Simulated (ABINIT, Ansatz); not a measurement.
# CsPbBr3 (Pm-3m): G0W0 on several meshes in ABINIT, part 2 of 2

Aim: the GW shift of CsPbBr3 (Pm-3m) against the k mesh.

ABINIT 10.8.3; PBE and many-body steps on it, plane waves. Known limits of the many-body steps: not at the basis limit; no spin-orbit coupling; coarse k mesh.

So far. Step 4 (2×2×2): The gap on the mesh goes from 1.69 eV to 3.40 eV, a correction of +1.71 eV. Step 5 (Empty states on the mesh, 4×4×4 mesh, 264 bands): On this mesh the gap is 1.690 eV.

### Step 7. 4×4×4

This step: G0W0 on PBE, plane waves, norm-conserving pseudopotentials.

run.abi reads:

```
acell 3*1.0 Angstrom
rprim 
  5.948630820000 0.000000000000 0.000000000000
  0.000000000000 5.948630820000 0.000000000000
  0.000000000000 0.000000000000 5.948630820000
ntypat 3
znucl 55 82 35
natom 5
typat 1 2 3 3 3
xred 
  0.000000000000 0.000000000000 0.000000000000
  0.500000000000 0.500000000000 0.500000000000
  0.500000000000 0.500000000000 0.000000000000
  0.500000000000 0.000000000000 0.500000000000
  0.000000000000 0.500000000000 0.500000000000
pp_dirpath "pseudos"
pseudos "Cs.upf, Pb.upf, Br.upf"
ecut 34
ngkpt 4 4 4
nshiftk 1
shiftk 0 0 0
kptopt 1
chksymbreak 0
istwfk *1
occopt 1
irdwfk 1
optdriver 4
nband 240
gwcalctyp 0
ecutsigx 34
symsigma 1
nkptgw 2
kptgw 
  0.5000000000 0.5000000000 0.5000000000
  0.0000000000 0.0000000000 0.0000000000
bdgw 
  38 44
  39 44
ecuteps 5.2
irdscr 1
ppmodel 1
indata_prefix "in"
outdata_prefix "out"
tmpdata_prefix "tmp"
```

Started as:

```console
> OMP_NUM_THREADS=1 mpirun -n 4 abinit run.abi > log
```

Numbers of over 12 decimals in the logs are rounded to 6 here.

The program printed:

```text
.Version 10.8.3 of ABINIT. v10.8.2 released Aug 2026.

 Symmetries : space group Pm -3 m (#221); Bravais cP (primitive cubic)
[... echo of the input left out ...]
== DATASET  1 ==================================================================
-   mpi_nproc: 4, omp_nthreads: 1 (-1 if OMP is not activated)

--- !DatasetInfo
iteration_state: {dtset: 1, }
dimensions: {natom: 5, nkpt: 10, mband: 240, nsppol: 1, nspinor: 1, nspden: 1, mpw: 13512, }
cutoff_energies: {ecut:  34.0, pawecutdg:  -1.0, }
electrons: {nelect:   8.20000000E+01, charge:   0.00000000E+00, occopt:   1.00000000E+00, tsmear:   1.00000000E-02, }

 SIGMA: Calculation of the GW corrections

 Based on a program developped by R.W. Godby, V. Olevano, G. Onida, and L. Reining.
 Incorporated in ABINIT by V. Olevano, G.-M. Rignanese, and M. Torrent.
.Using double precision arithmetic ; gwpc =  8

[... cell and pseudopotentials left out ...]
--------------------------------------------------------------------------------

 ==== K-mesh for the wavefunctions ====
 Number of points in the irreducible wedge :    10
[... list of points left out ...]
 Together with 48 symmetry operations and time-reversal symmetry
 yields    64 points in the full Brillouin Zone.

 ==== Q-mesh for screening function ====
 Number of points in the irreducible wedge :    10
[... list of points left out ...]
 Together with 48 symmetry operations and time-reversal symmetry
 yields    64 points in the full Brillouin Zone.

 vcoul_init : cutoff-mode = AUXILIARY_FUNCTION
 q-points for optical limit:   1
     1)      0.000010    0.000020    0.000030
 setmesh: FFT mesh size selected  =    60x   60x   60
          total number of points  =       216000

 Number of electrons calculated from density =   82.0000; Expected =   82.0000
[...]
number of omega for Sigma on real axis              0
 max omega for Sigma on real axis  [eV]           0.00
 zcut for avoiding poles [eV]                     0.10

 EPSILON^-1 parameters (SCR file):
 dimension of the eps^-1 matrix on file            799
 dimension of the eps^-1 matrix used               799
 number of plane-waves for wavefunctions         13397
 number of bands                                   240
 number of q-points in IBZ                          10
 number of frequencies                               2
 number of real frequencies                          1
 number of imag frequencies                          1

 matrix elements of self-energy operator (all in [eV])

 Perturbative Calculation

--- !SelfEnergy_ee
iteration_state: {dtset: 1, }
kpoint     : [   0.500,    0.500,    0.500, ]
spin       : 1
KS_gap     :    1.690
QP_gap     :    3.370
Delta_QP_KS:    1.680
data: !SigmaeeData |
     Band     E0 <VxcDFT>   SigX SigC(E0)      Z dSigC/dE  Sig(E)    E-E0       E
       38   0.404 -14.474 -19.728   2.846   0.789  -0.267 -16.375  -1.901  -1.497
       39   0.404 -14.474 -19.728   2.846   0.789  -0.267 -16.375  -1.901  -1.497
       40   0.404 -14.474 -19.728   2.846   0.789  -0.267 -16.375  -1.901  -1.497
[...]
--- !SelfEnergy_ee
iteration_state: {dtset: 1, }
kpoint     : [   0.000,    0.000,    0.000, ]
spin       : 1
KS_gap     :    4.986
QP_gap     :    7.055
Delta_QP_KS:    2.070
data: !SigmaeeData |
     Band     E0 <VxcDFT>   SigX SigC(E0)      Z dSigC/dE  Sig(E)    E-E0       E
[...]
43   6.198  -6.379  -2.819  -3.021   0.849  -0.177  -5.922   0.457   6.655
       44   6.198  -6.379  -2.819  -3.021   0.849  -0.177  -5.922   0.457   6.655

== END DATASET(S) ==============================================================
================================================================================

 -outvars: echo values of variables after computation  --------
           etotal      0.0000000000E+00
            nband         240
             nkpt          10
          spgroup         221
 [... the other variables as echoed above ...]

 Calculation completed.
```

It took 4.2 min on 4 MPI ranks of Arm Neoverse V1, shared host; peak memory 6.2 GiB; 17 min of CPU time.

Numbers from this step:

```
G0W0 gap on the points computed              : 3.37 eV
starting gap on the mesh                     : 1.690 eV
k of the valence top                         : 0.5, 0.5, 0.5
k of the conduction bottom                   : 0.5, 0.5, 0.5
Z at the valence top                         : 0.806
Z at the conduction bottom                   : 0.824
least direct G0W0 gap on the computed points : 3.37 eV
```

Against G0W0 in ABINIT (2×2×2 mesh, 240 bands, screening to 141.5 eV, Godby-Needs plasmon pole), the gap moves by −0.026 eV.

### Step 8. Side by side

Times are wall times on 4 MPI ranks of Arm Neoverse V1, shared host, good to a factor of about two. A run's time includes the screening step that it read.

| run | mesh | bands | screening cutoff (eV) | DFT gap (eV) | gap on the mesh (eV) | direct (eV) | ε∞ used | time |
| --- | --- | --- | --- | --- | --- | --- | --- | --- |
| 2×2×2 | 2×2×2 | 240 | 141.5 | 1.690 | 3.396 | 3.396 | 9.08 | 5.4 min |
| 4×4×4 | 4×4×4 | 240 | 141.5 | 1.690 | 3.370 | 3.370 | 5.18 | 37 min |

### Step 9. Outcome

```
2×2×2        : 3.396 eV
4×4×4        : 3.370 eV
known limits : not at the basis limit; no spin-orbit coupling; coarse k mesh
```

4×4×4: −0.026 eV against 2×2×2. Bands and cutoff are finite, so the gap is not at the basis limit. The miss can reach some tenths of an eV and take either sign; the mesh is an error of its own. In the G0W0 runs levels were corrected at 2 k points alone, so a gap called «on the mesh» is the least over those, and an edge elsewhere would be missed. The 2×2×2 mesh is coarse for this cell, which bears on the long-range parts of exchange and screening. Where an edge is built on 6p states of lead, bismuth or thallium, scalar-relativistic gaps usually stand too wide, by a few tenths to over one eV. This is the ideal cubic cell; many perovskites, halides above all, are cubic only on average, and local tilts or off-centring can widen the gap. The many-body steps are scalar-relativistic: spin-orbit coupling is not in them.

[Paths, hosts, dates, memory and timing lines, banners, echoed tables and standing remarks are left out of the program output.]

[Logs are printed without paths, hosts, clocks, repeated set-up lines and the standing remarks that a program may print on its own settings, such as how far it seeks lower states.]

[Runs of the session that timed out or met a known fault of the program may be left out.]

[Hosts, paths, dates, database ids (printed as entryN), source tags and the programs' standing remarks are cut or masked in the printed files.]

[G0W0 gaps are taken among the corrected bands and points alone; a level outside them can change the order at an edge.]

[Where Ansatz stands beside ABINIT at settings called matched, ABINIT's density can come from a denser mesh and the files from another edition; pairs whose starting gaps differed by over 0.03 eV were left out, so agreement reads better than it is.]
